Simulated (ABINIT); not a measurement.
# KMgF3 (Pm-3m): G0W0 in ABINIT against the bands in the self-energy

Wanted: the cheapest bands in the self-energy that holds the gap of KMgF3 (Pm-3m).

Program: ABINIT 10.8.3. Level of theory: PBE and many-body steps on it, plane waves. Results are calculated unless marked as measured.

This is a report of a sequence of runs, with most program output left out.

### Step 1. Starting point

Symmetry: Pm-3m, No. 221, cubic system. The conventional cell has a = 3.986 Å, b = 3.986 Å, c = 3.986 Å, α = 90.00°, β = 90.00°, γ = 90.00°. Nearest to K lie 12 F at 2.82 Å. Mg has 6 F at 1.99 Å nearest. Nearest to F lie 2 Mg at 1.99 Å and 4 K at 2.82 Å. Farther neighbours and most contacts between anions are not listed.

The cell and positions come from the Crystallography Open Database and are kept as given unless a step says otherwise.

### Step 2. Screening, 2×2×2 mesh, 122 bands, screening to 176.9 eV

This step: ABINIT 10.8.3; RPA screening on PBE, plane waves, norm-conserving pseudopotentials.

The RPA dielectric matrix is built and inverted for each q.

Input file run.abi:

```
acell 3*1.0 Angstrom
rprim 
  3.985900000000 0.000000000000 0.000000000000
  0.000000000000 3.985900000000 0.000000000000
  0.000000000000 0.000000000000 3.985900000000
ntypat 3
znucl 19 12 9
natom 5
typat 1 2 3 3 3
xred 
  0.500000000000 0.500000000000 0.500000000000
  0.000000000000 0.000000000000 0.000000000000
  0.500000000000 0.000000000000 0.000000000000
  0.000000000000 0.500000000000 0.000000000000
  0.000000000000 0.000000000000 0.500000000000
pp_dirpath "pseudos"
pseudos "K.upf, Mg.upf, F.upf"
ecut 38
ngkpt 2 2 2
nshiftk 1
shiftk 0 0 0
kptopt 1
chksymbreak 0
istwfk *1
occopt 1
irdwfk 1
optdriver 3
nband 122
ecuteps 6.5
inclvkb 2
awtr 1
symchi 1
indata_prefix "in"
outdata_prefix "out"
tmpdata_prefix "tmp"
```

The run is started by

```
> OMP_NUM_THREADS=1 mpirun -n 4 abinit run.abi > log
```

Run time: 14 s. Hardware: 4 MPI ranks of Arm Neoverse V1, shared host; peak memory 0.78 GiB; 57 s of CPU time.

This step gave:

- ε∞ with local fields, on this mesh, along the program's q direction: 2.027
- the same without local fields: 2.181
- plasma frequency: 29.51 eV
- plane waves in the screening matrix: 341

Local fields lower ε∞ by 7 %. On a Γ-centred mesh this coarse the value itself is usually too large, while a short band sum pulls it down.

### Step 3. 28 bands

This step: G0W0 on PBE, plane waves, norm-conserving pseudopotentials.

run.abi: that of step 2 with these lines changed.

```diff
@@ -26,8 +26,17 @@
 irdwfk 1
-optdriver 3
-nband 122
+optdriver 4
+nband 28
+gwcalctyp 0
+ecutsigx 38
+symsigma 1
+nkptgw 2
+kptgw 
+  0.5000000000 0.5000000000 0.5000000000
+  0.0000000000 0.0000000000 0.0000000000
+bdgw 
+  18 23
+  18 23
 ecuteps 6.5
-inclvkb 2
-awtr 1
-symchi 1
+irdscr 1
+ppmodel 1
 indata_prefix "in"
```

Run time: 5.5 s. Hardware: 4 MPI ranks; peak memory 0.67 GiB; 22 s of CPU time.

This step gave:

- G0W0 gap on the points computed: 11.22 eV
- starting gap on the mesh: 7.353 eV
- k of the valence top: 0.5, 0.5, 0.5
- k of the conduction bottom: 0, 0, 0
- Z at the valence top: 0.836
- Z at the conduction bottom: 0.912
- least direct G0W0 gap on the computed points: 11.52 eV

### Step 4. 29 bands

run.abi: that of step 3 with these lines changed.

```diff
@@ -27,3 +27,3 @@
 optdriver 4
-nband 28
+nband 29
 gwcalctyp 0
```

Run time: 5.8 s. Hardware: 4 MPI ranks; peak memory 0.67 GiB; 23 s of CPU time.

Numbers from this step:

- G0W0 gap on the points computed: 11.13 eV
- starting gap on the mesh: 7.353 eV
- k of the valence top: 0.5, 0.5, 0.5
- k of the conduction bottom: 0, 0, 0
- Z at the valence top: 0.835
- Z at the conduction bottom: 0.909
- least direct G0W0 gap on the computed points: 11.44 eV

### Step 5. 46 bands

The self-energy is evaluated for the states that the input lists, and the levels follow from it, in one-shot runs by the linearised quasiparticle equation.

run.abi: that of step 4 with these lines changed.

```diff
@@ -27,3 +27,3 @@
 optdriver 4
-nband 29
+nband 46
 gwcalctyp 0
```

It took 6.8 s on 4 MPI ranks; peak memory 0.71 GiB; 27 s of CPU time.

Numbers from this step:

```yaml
g0w0_gap_on_the_points_computed: 10.81 eV
starting_gap_on_the_mesh: 7.353 eV
k_of_the_valence_top: 0.5, 0.5, 0.5
k_of_the_conduction_bottom: 0, 0, 0
least_direct_g0w0_gap_on_the_computed_points: 11.17 eV
```

The gap on the mesh goes from 7.35 eV to 10.81 eV, a correction of +3.45 eV.

### Step 6. 80 bands

run.abi: that of step 5 with these lines changed.

```diff
@@ -27,3 +27,3 @@
 optdriver 4
-nband 46
+nband 80
 gwcalctyp 0
```

Wall time 8.9 s (4 MPI ranks); peak memory 0.72 GiB.

Numbers from this step:

| Quantity | Value |
| --- | --- |
| G0W0 gap on the points computed | 10.87 eV |
| starting gap on the mesh | 7.353 eV |
| k of the valence top | 0.5, 0.5, 0.5 |
| k of the conduction bottom | 0, 0, 0 |
| least direct G0W0 gap on the computed points | 11.23 eV |

Against the run before, the gap moves by +0.059 eV.

### Step 7. 122 bands

run.abi: that of step 6 with these lines changed.

```diff
@@ -27,3 +27,3 @@
 optdriver 4
-nband 80
+nband 122
 gwcalctyp 0
```

The job ended after 12 s (4 MPI ranks; peak memory 0.75 GiB; 47 s of CPU time).

This step gave:

* G0W0 gap on the points computed: 10.94 eV
* starting gap on the mesh: 7.353 eV
* k of the valence top: 0.5, 0.5, 0.5
* k of the conduction bottom: 0, 0, 0
* least direct G0W0 gap on the computed points: 11.31 eV

Against the run before, the gap moves by +0.077 eV.

### Step 8. The runs together

Times are wall times on 4 MPI ranks of Arm Neoverse V1, shared host, good to a factor of about two. A run's time includes the screening step that it read.

```
      run   mesh  bands  screening cutoff (eV)  DFT gap (eV)  gap on the mesh (eV)  direct (eV)  ε∞ used  time
 28 bands  2×2×2     28                  176.9         7.353                11.216       11.519     2.03  20 s
 29 bands  2×2×2     29                  176.9         7.353                11.130       11.436     2.03  20 s
 46 bands  2×2×2     46                  176.9         7.353                10.806       11.174     2.03  21 s
 80 bands  2×2×2     80                  176.9         7.353                10.865       11.228     2.03  23 s
122 bands  2×2×2    122                  176.9         7.353                10.942       11.310     2.03  26 s
```

### Step 9. Summary of results

```
28 bands     : 11.216 eV
29 bands     : 11.130 eV
46 bands     : 10.806 eV
80 bands     : 10.865 eV
122 bands    : 10.942 eV
known limits : not at the basis limit; coarse k mesh
```

The setting moved: bands in the self-energy. From 28 bands to 122 bands the gap moves by −0.27 eV, not steadily: it passes through 10.81 eV. The last step still moves it by +0.077 eV. Bands and screening cutoff are coupled, so a series along one setting does not show full convergence. Bands and cutoff are finite, so the gap is not at the basis limit. The miss can reach some tenths of an eV and take either sign; the mesh is an error of its own. In the G0W0 runs levels were corrected at 2 k points alone, so a gap called «on the mesh» is the least over those, and an edge elsewhere would be missed. The 2×2×2 mesh is coarse for this cell, which bears on the long-range parts of exchange and screening. This is the ideal cubic cell; many perovskites, halides above all, are cubic only on average, and local tilts or off-centring can widen the gap.

[Paths, hosts, dates, memory and timing lines, banners, echoed tables and standing remarks are left out of the program output.]

[Logs are printed without paths, hosts, clocks, repeated set-up lines and the standing remarks that a program may print on its own settings, such as how far it seeks lower states.]

[Runs of the session that timed out or met a known fault of the program may be left out.]

[Hosts, paths, dates, database ids (printed as entryN), source tags and the programs' standing remarks are cut or masked in the printed files.]

[G0W0 gaps are taken among the corrected bands and points alone; a level outside them can change the order at an edge.]

[Where Ansatz stands beside ABINIT at settings called matched, ABINIT's density can come from a denser mesh and the files from another edition; pairs whose starting gaps differed by over 0.03 eV were left out, so agreement reads better than it is.]
